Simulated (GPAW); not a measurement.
# A Rh chain with a Cl atom on top of one atom: converging a transmission, part 2 of 3

Wanted: a convergence study of zero-bias transport through a Rh chain with a Cl atom on top of one atom, with run times.

GPAW 26.7.0; GPAW LCAO, PAW setups; Landauer transmission from Green's functions with principal layers (ASE), zero bias.

So far, conductance (G₀): step 2 (base settings) 3.16; step 3 (width of the vacuum box) 3.15; step 4 (varying the width of the vacuum box, box 6 Å) 3.16.

### Step 5. Varying the width of the vacuum box, box 7.5 × 7.5 Å

The cell differs from the one that the last finished run ended in (a 6.000 → 7.500 Å, b 6.000 → 7.500 Å).

run.py

```python
import json
import numpy as np
from ase import Atoms
from ase.transport.calculators import TransportCalculator
from gpaw import GPAW, FermiDirac
from gpaw.lcao.tools import get_lcao_hamiltonian
from scipy.linalg import eigh

# The junction with lead layers at both ends, along the third cell vector
device = Atoms(
    ['Rh', 'Rh', 'Rh', 'Rh', 'Rh', 'Rh', 'Rh', 'Rh', 'Cl', 'Rh', 'Rh', 'Rh', 'Rh', 'Rh', 'Rh', 'Rh'],
    positions=[
        [3.75000, 3.75000, 1.15000],
        [3.75000, 3.75000, 3.45000],
        [3.75000, 3.75000, 5.75000],
        [3.75000, 3.75000, 8.05000],
        [3.75000, 3.75000, 10.35000],
        [3.75000, 3.75000, 12.65000],
        [3.75000, 3.75000, 14.95000],
        [3.75000, 3.75000, 17.25000],
        [5.69080, 3.75000, 17.25000],
        [3.75000, 3.75000, 19.55000],
        [3.75000, 3.75000, 21.85000],
        [3.75000, 3.75000, 24.15000],
        [3.75000, 3.75000, 26.45000],
        [3.75000, 3.75000, 28.75000],
        [3.75000, 3.75000, 31.05000],
        [3.75000, 3.75000, 33.35000]],
    cell=[[7.5, 0.0, 0.0], [0.0, 7.5, 0.0], [0.0, 0.0, 34.5]],
    pbc=True)

# One principal layer of the lead: the first 5 atoms of the device
lead = Atoms(
    ['Rh', 'Rh', 'Rh', 'Rh', 'Rh'],
    positions=[
        [3.75000, 3.75000, 1.15000],
        [3.75000, 3.75000, 3.45000],
        [3.75000, 3.75000, 5.75000],
        [3.75000, 3.75000, 8.05000],
        [3.75000, 3.75000, 10.35000]],
    cell=[[7.5, 0.0, 0.0], [0.0, 7.5, 0.0], [0.0, 0.0, 11.5]],
    pbc=True)

settings = dict(mode='lcao', basis='dzp', xc='PBE', h=0.2,
                occupations=FermiDirac(0.1), maxiter=250,
                mixer=dict(beta=0.1, nmaxold=8, weight=100.0),
                convergence=dict(density=0.0001))
energies = np.arange(-3, 3 + 1e-9, 0.075)
eta = 0.0001
n1, n2 = 1, 1
# k and -k transmit alike, so half of the mesh across the current serves
mesh = [(i, j) for i in range(n1) for j in range(n2) if (i, j) <= (-i % n1, -j % n2)]
weights = np.array([1 if (i, j) == (-i % n1, -j % n2) else 2 for i, j in mesh]) / (n1 * n2)


def ground_state(atoms, size, txt):
    atoms.calc = GPAW(kpts={'size': size, 'gamma': True}, symmetry={'tolerance': 1e-3}, txt=txt, **settings)
    atoms.get_potential_energy()
    return atoms.calc.get_fermi_level()


def blocks(atoms, fermi, points, nz, cells):
    """H - E_F S and S between cell 0 and the cells above it, at each point across the current."""
    kz = np.arange(nz) / nz
    calc = atoms.calc.fixed_density(kpts=[(*k, z) for k in points for z in kz], symmetry='off', txt=None)
    H, S = get_lcao_hamiltonian(calc)
    H = (H - fermi * S).reshape(len(H), len(points), nz, *S.shape[1:])
    S = S.reshape(H.shape[1:])
    phases = [np.exp(-2j * np.pi * kz * R) / nz for R in cells]
    return [(np.einsum('skzij,z->ksij', H, p), np.einsum('kzij,z->kij', S, p)) for p in phases]


def pair(a, b):
    return np.block([[a, b], [b.T.conj(), a]])


def count_channels(h, s, cells, nk=240):
    """Half the number of times that the lead's bands cross each energy, unfolded to its shortest repeat."""
    b = len(h) // cells
    bands = []
    for k in (np.arange(nk + 1) + 0.5) / nk:
        hk, sk = h[:b, :b].copy(), s[:b, :b].copy()
        for R in range(1, cells):
            phase, block = np.exp(2j * np.pi * k * R), slice(R * b, (R + 1) * b)
            hk += h[:b, block] * phase + (h[:b, block] * phase).T.conj()
            sk += s[:b, block] * phase + (s[:b, block] * phase).T.conj()
        bands.append(eigh(hk, sk, eigvals_only=True))
    below = np.array(bands)[:, :, None] < energies
    return (below[1:] != below[:-1]).sum((0, 1)) / 2


fermi_lead = ground_state(lead, (1, 1, 10), 'lead.txt')
fermi_device = ground_state(device, (1, 1, 3), 'device.txt')
T, channels, eigen, tail, misfit, shifts = [], [], [], 0.0, 0.0, []
for first in range(0, len(mesh), 434):
    points = [(i / n1, j / n2) for i, j in mesh[first:first + 434]]
    (H0k, S0k), (H1k, S1k), (H2k, _) = blocks(lead, fermi_lead, points, 5, range(3))
    [(Hk, Sk)] = blocks(device, fermi_device, points, 2, [0])
    tail = max(tail, abs(H2k).max())
    for H0, S0, H1, S1, H, S in zip(H0k, S0k, H1k, S1k, Hk, Sk):
        n = len(S0)
        # Shift the lead onto the potential of the device's first layer
        shift = ((H[:, 0, 0] - H0[:, 0, 0]) / S0[0, 0]).real.mean()
        shifts.append(shift)
        misfit = max(misfit, abs(H[:, :n, :n] - H0 - shift * S0).max())
        Tk, Ck, Ek = [], [], []
        for s in range(len(H)):
            t = s % len(H0)  # a lead without moments serves both spins
            h1, s1 = pair(H0[t] + shift * S0, H1[t] + shift * S1), pair(S0, S1)
            leads = dict(h1=h1, s1=s1, energies=energies, eta=eta, eta1=eta, eta2=eta)
            calc = TransportCalculator(h=H[s], s=S, eigenchannels=0, **leads)
            Tk.append(calc.get_transmission())
            Ck.append(count_channels(h1, s1, 10))
        T.append(Tk)
        channels.append(Ck)
        eigen.append(Ek)
T, channels = np.array(T), np.array(channels)
mean, open_channels = np.einsum('kse,k->se', T, weights), np.einsum('kse,k->se', channels, weights)

print(f'basis functions: device {len(S)}, principal layer {n}')
print(f'Fermi level: lead {fermi_lead:.4f} eV, device {fermi_device:.4f} eV; lead shifted by {np.mean(shifts):.4f} eV')
print(f'largest coupling past the next layer {tail:.2e} eV, largest misfit of the first layer {misfit:.3f} eV')
print('  E-E_F (eV)   ' + 'T (one spin)  channels')
for e, t, c in zip(energies, mean.T, open_channels.T):
    print(f'{e:10.3f}  ', *[f'{x:11.4e}' for x in t], *[f'{x:9.4f}' for x in c])

kT = 8.617333e-5 * 300
fine = np.linspace(energies[0], energies[-1], 4001)
both = np.exp(np.interp(fine, energies, np.log(np.maximum(mean.sum(0) * 2 / len(mean), 1e-30))))
fermi = lambda mu: 1 / (1 + np.exp(np.clip((fine - mu) / kT, -200, 200)))
slope = fermi(0) * (1 - fermi(0)) / kT
G = np.trapezoid(both * slope, fine) / 2
seebeck = -np.trapezoid(both * slope * fine, fine) / (2 * G * 300) * 1e6
print(f'conductance at 300 K: {G:.5g} G0 a cell; thermopower {seebeck:.4g} uV/K')
bias = [0.1, 0.2, 0.5, 1.0, 1.5, 2.0]
current = [38.74 * np.trapezoid(both * (fermi(V / 2) - fermi(-V / 2)), fine) for V in bias]
for V, I in zip(bias, current):
    print(f'current from the zero-bias T(E) at {V} V: {I:.5g} uA')
zero = abs(energies).argmin()
json.dump(dict(energies=energies.tolist(), T=mean.tolist(), channels=open_channels.tolist(), G=G, seebeck=seebeck,
               bias=bias, current=current, tail=tail, misfit=misfit, shift=np.mean(shifts), n_device=len(S), n_lead=n,
               fermi=[fermi_lead, fermi_device], energy=device.get_potential_energy(),
               moments=device.get_magnetic_moments().tolist(), mesh=mesh, weights=weights.tolist(),
               T_k=T[:, :, zero].tolist(), eigen=np.array(eigen[0]).tolist()), open('result.json', 'w'))
```

Started as:

```sh
> OMP_NUM_THREADS=1 OPENBLAS_NUM_THREADS=2 python run.py
```

Elapsed: 6 min, on 2 threads of Intel Xeon Platinum 8259CL at 2.50GHz (Skylake/Cascade Lake), shared host; peak memory 1.2 GiB.

One spin. Transmission, zone mean against energy, zero at the Fermi level:

| energy (eV) | transmission, zone mean |
| --- | --- |
| -3.00 | 2.01 |
| -2.85 | 2.00 |
| -2.70 | 1.99 |
| -2.55 | 1.98 |
| -2.33 | 1.98 |
| -2.17 | 2.04 |
| -2.02 | 2.20 |
| -1.88 | 2.46 |
| -1.73 | 2.71 |
| -1.57 | 2.86 |
| -1.35 | 2.96 |
| -1.20 | 2.95 |
| -1.05 | 3.08 |
| -0.90 | 3.51 |
| -0.75 | 3.78 |
| -0.60 | 4.01 |
| -0.45 | 4.37 |
| -0.38 | 4.33 |
| -0.23 | 4.29 |
| -0.07 | 3.71 |
| 0.00 | 3.01 |
| 0.07 | 2.99 |
| 0.23 | 2.95 |
| 0.38 | 2.91 |
| 0.60 | 2.85 |
| 0.75 | 2.76 |
| 0.90 | 2.44 |
| 1.05 | 1.55 |
| 1.20 | 0.344 |
| 1.35 | 0.259 |
| 1.57 | 0.0795 |
| 1.73 | 0.00489 |
| 1.88 | 0.359 |
| 2.02 | 0.835 |
| 2.17 | 0.981 |
| 2.33 | 0.999 |
| 2.55 | 0.984 |
| 2.70 | 0.972 |
| 2.85 | 0.961 |
| 3.00 | 0.951 |

The conductance equals that of the base run to 0.2 %.

### Step 6. Varying the width of the vacuum box, box 11 × 11 Å

The cell differs from the one that the last finished run ended in (a 7.500 → 11.000 Å, b 7.500 → 11.000 Å).

Changes to run.py since step 5:

```diff
@@ -12,19 +12,19 @@
     positions=[
-        [3.75000, 3.75000, 1.15000],
-        [3.75000, 3.75000, 3.45000],
-        [3.75000, 3.75000, 5.75000],
-        [3.75000, 3.75000, 8.05000],
-        [3.75000, 3.75000, 10.35000],
-        [3.75000, 3.75000, 12.65000],
-        [3.75000, 3.75000, 14.95000],
-        [3.75000, 3.75000, 17.25000],
-        [5.69080, 3.75000, 17.25000],
-        [3.75000, 3.75000, 19.55000],
-        [3.75000, 3.75000, 21.85000],
-        [3.75000, 3.75000, 24.15000],
-        [3.75000, 3.75000, 26.45000],
-        [3.75000, 3.75000, 28.75000],
-        [3.75000, 3.75000, 31.05000],
-        [3.75000, 3.75000, 33.35000]],
-    cell=[[7.5, 0.0, 0.0], [0.0, 7.5, 0.0], [0.0, 0.0, 34.5]],
+        [5.50000, 5.50000, 1.15000],
+        [5.50000, 5.50000, 3.45000],
+        [5.50000, 5.50000, 5.75000],
+        [5.50000, 5.50000, 8.05000],
+        [5.50000, 5.50000, 10.35000],
+        [5.50000, 5.50000, 12.65000],
+        [5.50000, 5.50000, 14.95000],
+        [5.50000, 5.50000, 17.25000],
+        [7.44080, 5.50000, 17.25000],
+        [5.50000, 5.50000, 19.55000],
+        [5.50000, 5.50000, 21.85000],
+        [5.50000, 5.50000, 24.15000],
+        [5.50000, 5.50000, 26.45000],
+        [5.50000, 5.50000, 28.75000],
+        [5.50000, 5.50000, 31.05000],
+        [5.50000, 5.50000, 33.35000]],
+    cell=[[11.0, 0.0, 0.0], [0.0, 11.0, 0.0], [0.0, 0.0, 34.5]],
     pbc=True)
@@ -35,8 +35,8 @@
     positions=[
-        [3.75000, 3.75000, 1.15000],
-        [3.75000, 3.75000, 3.45000],
-        [3.75000, 3.75000, 5.75000],
-        [3.75000, 3.75000, 8.05000],
-        [3.75000, 3.75000, 10.35000]],
-    cell=[[7.5, 0.0, 0.0], [0.0, 7.5, 0.0], [0.0, 0.0, 11.5]],
+        [5.50000, 5.50000, 1.15000],
+        [5.50000, 5.50000, 3.45000],
+        [5.50000, 5.50000, 5.75000],
+        [5.50000, 5.50000, 8.05000],
+        [5.50000, 5.50000, 10.35000]],
+    cell=[[11.0, 0.0, 0.0], [0.0, 11.0, 0.0], [0.0, 0.0, 11.5]],
     pbc=True)
```

Wall time 5.5 min (2 threads); peak memory 1.9 GiB.

The conductance equals that of the base run to 0.2 %.

### Step 7. Varying the width of the vacuum box, box 13 × 13 Å

The cell differs from the one that the last finished run ended in (a 11.000 → 13.000 Å, b 11.000 → 13.000 Å).

Changes to run.py since step 6:

```diff
@@ -12,19 +12,19 @@
     positions=[
-        [5.50000, 5.50000, 1.15000],
-        [5.50000, 5.50000, 3.45000],
-        [5.50000, 5.50000, 5.75000],
-        [5.50000, 5.50000, 8.05000],
-        [5.50000, 5.50000, 10.35000],
-        [5.50000, 5.50000, 12.65000],
-        [5.50000, 5.50000, 14.95000],
-        [5.50000, 5.50000, 17.25000],
-        [7.44080, 5.50000, 17.25000],
-        [5.50000, 5.50000, 19.55000],
-        [5.50000, 5.50000, 21.85000],
-        [5.50000, 5.50000, 24.15000],
-        [5.50000, 5.50000, 26.45000],
-        [5.50000, 5.50000, 28.75000],
-        [5.50000, 5.50000, 31.05000],
-        [5.50000, 5.50000, 33.35000]],
-    cell=[[11.0, 0.0, 0.0], [0.0, 11.0, 0.0], [0.0, 0.0, 34.5]],
+        [6.50000, 6.50000, 1.15000],
+        [6.50000, 6.50000, 3.45000],
+        [6.50000, 6.50000, 5.75000],
+        [6.50000, 6.50000, 8.05000],
+        [6.50000, 6.50000, 10.35000],
+        [6.50000, 6.50000, 12.65000],
+        [6.50000, 6.50000, 14.95000],
+        [6.50000, 6.50000, 17.25000],
+        [8.44080, 6.50000, 17.25000],
+        [6.50000, 6.50000, 19.55000],
+        [6.50000, 6.50000, 21.85000],
+        [6.50000, 6.50000, 24.15000],
+        [6.50000, 6.50000, 26.45000],
+        [6.50000, 6.50000, 28.75000],
+        [6.50000, 6.50000, 31.05000],
+        [6.50000, 6.50000, 33.35000]],
+    cell=[[13.0, 0.0, 0.0], [0.0, 13.0, 0.0], [0.0, 0.0, 34.5]],
     pbc=True)
@@ -35,8 +35,8 @@
     positions=[
-        [5.50000, 5.50000, 1.15000],
-        [5.50000, 5.50000, 3.45000],
-        [5.50000, 5.50000, 5.75000],
-        [5.50000, 5.50000, 8.05000],
-        [5.50000, 5.50000, 10.35000]],
-    cell=[[11.0, 0.0, 0.0], [0.0, 11.0, 0.0], [0.0, 0.0, 11.5]],
+        [6.50000, 6.50000, 1.15000],
+        [6.50000, 6.50000, 3.45000],
+        [6.50000, 6.50000, 5.75000],
+        [6.50000, 6.50000, 8.05000],
+        [6.50000, 6.50000, 10.35000]],
+    cell=[[13.0, 0.0, 0.0], [0.0, 13.0, 0.0], [0.0, 0.0, 11.5]],
     pbc=True)
```

The job ended after 5.9 min (2 threads; peak memory 2.2 GiB).

The conductance equals that of the base run to 0.2 %.

### Step 8. Convergence in the width of the vacuum box

The runs and the base run on one axis.

This step: convergence of the conductance (GPAW 26.7.0).

The conductance by width of the vacuum box:

| width of the vacuum box (Å) | conductance (G₀) |
| --- | --- |
| 5.00 | 3.15 |
| 6.00 | 3.16 |
| 7.50 | 3.16 |
| 9.00 | 3.16 |
| 11.00 | 3.16 |
| 13.00 | 3.16 |

### Step 9. Energy step: de = 0.2

The thermal integrals interpolate T(E), so the step must resolve what lies within a few kT of the Fermi level.

This step: GPAW LCAO, PAW setups; Landauer transmission from Green's functions with principal layers (ASE), zero bias (GPAW 26.7.0).

Changes to run.py since step 7:

```diff
@@ -12,19 +12,19 @@
     positions=[
-        [6.50000, 6.50000, 1.15000],
-        [6.50000, 6.50000, 3.45000],
-        [6.50000, 6.50000, 5.75000],
-        [6.50000, 6.50000, 8.05000],
-        [6.50000, 6.50000, 10.35000],
-        [6.50000, 6.50000, 12.65000],
-        [6.50000, 6.50000, 14.95000],
-        [6.50000, 6.50000, 17.25000],
-        [8.44080, 6.50000, 17.25000],
-        [6.50000, 6.50000, 19.55000],
-        [6.50000, 6.50000, 21.85000],
-        [6.50000, 6.50000, 24.15000],
-        [6.50000, 6.50000, 26.45000],
-        [6.50000, 6.50000, 28.75000],
-        [6.50000, 6.50000, 31.05000],
-        [6.50000, 6.50000, 33.35000]],
-    cell=[[13.0, 0.0, 0.0], [0.0, 13.0, 0.0], [0.0, 0.0, 34.5]],
+        [4.50000, 4.50000, 1.15000],
+        [4.50000, 4.50000, 3.45000],
+        [4.50000, 4.50000, 5.75000],
+        [4.50000, 4.50000, 8.05000],
+        [4.50000, 4.50000, 10.35000],
+        [4.50000, 4.50000, 12.65000],
+        [4.50000, 4.50000, 14.95000],
+        [4.50000, 4.50000, 17.25000],
+        [6.44080, 4.50000, 17.25000],
+        [4.50000, 4.50000, 19.55000],
+        [4.50000, 4.50000, 21.85000],
+        [4.50000, 4.50000, 24.15000],
+        [4.50000, 4.50000, 26.45000],
+        [4.50000, 4.50000, 28.75000],
+        [4.50000, 4.50000, 31.05000],
+        [4.50000, 4.50000, 33.35000]],
+    cell=[[9.0, 0.0, 0.0], [0.0, 9.0, 0.0], [0.0, 0.0, 34.5]],
     pbc=True)
@@ -35,8 +35,8 @@
     positions=[
-        [6.50000, 6.50000, 1.15000],
-        [6.50000, 6.50000, 3.45000],
-        [6.50000, 6.50000, 5.75000],
-        [6.50000, 6.50000, 8.05000],
-        [6.50000, 6.50000, 10.35000]],
-    cell=[[13.0, 0.0, 0.0], [0.0, 13.0, 0.0], [0.0, 0.0, 11.5]],
+        [4.50000, 4.50000, 1.15000],
+        [4.50000, 4.50000, 3.45000],
+        [4.50000, 4.50000, 5.75000],
+        [4.50000, 4.50000, 8.05000],
+        [4.50000, 4.50000, 10.35000]],
+    cell=[[9.0, 0.0, 0.0], [0.0, 9.0, 0.0], [0.0, 0.0, 11.5]],
     pbc=True)
@@ -47,3 +47,3 @@
                 convergence=dict(density=0.0001))
-energies = np.arange(-3, 3 + 1e-9, 0.075)
+energies = np.arange(-3, 3 + 1e-9, 0.2)
 eta = 0.0001
```

Elapsed: 4.9 min, on 2 threads; peak memory 1.4 GiB.

This step gave:

```
conductance                                 : 3.110 G₀
largest misfit of the first principal layer : 0.04400 eV
shift that aligns the lead                  : 0.001172 eV
transmission at the Fermi level (one spin)  : 3.018
```

One spin. Table of transmission, zone mean by energy, zero at the Fermi level:

energy (eV), transmission, zone mean and a bar from the least value:
```
    -3.00       2.00 ##############
    -2.80       1.99 ##############
    -2.60       1.98 ##############
    -2.40       1.97 ##############
    -2.20       2.03 ##############
    -2.00       2.25 ################
    -1.80       2.60 ##################
    -1.60       2.84 ####################
    -1.40       2.94 ####################
    -1.20       2.94 ####################
    -1.00       3.07 #####################
    -0.80       3.69 ##########################
    -0.60       3.97 ############################
    -0.40       4.32 ##############################
    -0.20       4.24 #############################
     0.00       3.02 #####################
     0.20       2.96 #####################
     0.40       2.91 ####################
     0.60       2.85 ####################
     0.80       2.70 ###################
     1.00       2.00 ##############
     1.20       0.38 ###
     1.40       0.29 ##
     1.60       0.15 #
     1.80       0.00 
     2.00       0.49 ###
     2.20       0.95 #######
     2.40       1.00 #######
     2.60       0.98 #######
     2.80       0.96 #######
     3.00       1.38 ##########
```

Crossings of the lead's bands, unfolded to its shortest repeat. Table of open channels, zone mean by energy, zero at the Fermi level:

| energy (eV) | open channels, zone mean |
| --- | --- |
| -3.00 | 3 |
| -2.80 | 3 |
| -2.60 | 3 |
| -2.40 | 3 |
| -2.20 | 3 |
| -2.00 | 3 |
| -1.80 | 3 |
| -1.60 | 3 |
| -1.40 | 3 |
| -1.20 | 3 |
| -1.00 | 5 |
| -0.80 | 6 |
| -0.60 | 6 |
| -0.40 | 6 |
| -0.20 | 6 |
| 0.00 | 4 |
| 0.20 | 4 |
| 0.40 | 4 |
| 0.60 | 4 |
| 0.80 | 4 |
| 1.00 | 3 |
| 1.20 | 1 |
| 1.40 | 1 |
| 1.60 | 1 |
| 1.80 | 1 |
| 2.00 | 1 |
| 2.20 | 1 |
| 2.40 | 1 |
| 2.60 | 1 |
| 2.80 | 1 |
| 3.00 | 3 |

Not self-consistent under bias; the bias window is split evenly. Current through one cell, from the zero-bias transmission against bias:

| bias (V) | current through one cell, from the zero-bias transmission (mA) |
| --- | --- |
| 0.100 | 0.0243 |
| 0.200 | 0.0492 |
| 0.500 | 0.130 |
| 1.000 | 0.269 |
| 1.500 | 0.400 |
| 2.000 | 0.512 |

The conductance, 3.11 G₀, lies 1.6 % below that of the base run.

### Step 10. Energy step: de = 0.1

Changes to run.py since step 9:

```diff
@@ -47,3 +47,3 @@
                 convergence=dict(density=0.0001))
-energies = np.arange(-3, 3 + 1e-9, 0.2)
+energies = np.arange(-3, 3 + 1e-9, 0.1)
 eta = 0.0001
```

Elapsed: 5.4 min, on 2 threads; peak memory 1.4 GiB.

Numbers from this step:

| Quantity | Value |
| --- | --- |
| conductance | 3.152 G₀ |

One spin. Transmission, zone mean against energy, zero at the Fermi level:

| energy (eV) | transmission, zone mean |
| --- | --- |
| -3.00 | 2.00 |
| -2.80 | 1.99 |
| -2.60 | 1.98 |
| -2.40 | 1.97 |
| -2.20 | 2.03 |
| -2.00 | 2.25 |
| -1.80 | 2.60 |
| -1.60 | 2.84 |
| -1.30 | 2.96 |
| -1.10 | 3.04 |
| -0.90 | 3.46 |
| -0.70 | 3.77 |
| -0.50 | 4.27 |
| -0.40 | 4.32 |
| -0.30 | 4.25 |
| -0.10 | 3.86 |
| 0.00 | 3.02 |
| 0.10 | 2.99 |
| 0.30 | 2.94 |
| 0.50 | 2.88 |
| 0.70 | 2.80 |
| 0.90 | 2.43 |
| 1.10 | 0.424 |
| 1.30 | 0.340 |
| 1.60 | 0.154 |
| 1.80 | -1.0e-5 |
| 2.00 | 0.494 |
| 2.20 | 0.950 |
| 2.40 | 0.999 |
| 2.60 | 0.984 |
| 2.80 | 0.964 |
| 3.00 | 1.38 |

Crossings of the lead's bands, unfolded to its shortest repeat. Open channels, zone mean against energy, zero at the Fermi level:

| energy (eV) | open channels, zone mean |
| --- | --- |
| -3.00 | 3 |
| -2.70 | 3 |
| -2.40 | 3 |
| -2.10 | 3 |
| -1.90 | 3 |
| -1.60 | 3 |
| -1.30 | 3 |
| -1.00 | 5 |
| -0.70 | 6 |
| -0.40 | 6 |
| -0.10 | 6 |
| 0.00 | 4 |
| 0.10 | 4 |
| 0.40 | 4 |
| 0.70 | 4 |
| 1.00 | 3 |
| 1.30 | 1 |
| 1.60 | 1 |
| 1.90 | 1 |
| 2.10 | 1 |
| 2.40 | 1 |
| 2.70 | 1 |
| 3.00 | 3 |

Not self-consistent under bias; the bias window is split evenly. Table of current through one cell, from the zero-bias transmission by bias:

| bias (V) | current through one cell, from the zero-bias transmission (mA) |
| --- | --- |
| 0.100 | 0.0246 |
| 0.200 | 0.0503 |
| 0.500 | 0.132 |
| 1.000 | 0.271 |
| 1.500 | 0.402 |
| 2.000 | 0.516 |

The conductance, 3.15 G₀, lies 0.3 % below that of the base run.

### Step 11. Varying the energy step: de = 0.025

Changes to run.py since step 10:

```diff
@@ -47,3 +47,3 @@
                 convergence=dict(density=0.0001))
-energies = np.arange(-3, 3 + 1e-9, 0.1)
+energies = np.arange(-3, 3 + 1e-9, 0.025)
 eta = 0.0001
```

It took 5.8 min on 2 threads; peak memory 1.4 GiB.

The conductance, 3.11 G₀, lies 1.5 % below that of the base run.

[end of part 2 of 3]

[Logs are printed without paths, hosts, clocks, repeated set-up lines and the standing remarks that a program may print on its own settings, such as how far it seeks lower states.]

[Hosts, paths, dates, database ids (printed as entryN), source tags and the programs' standing remarks are cut or masked in the printed files.]
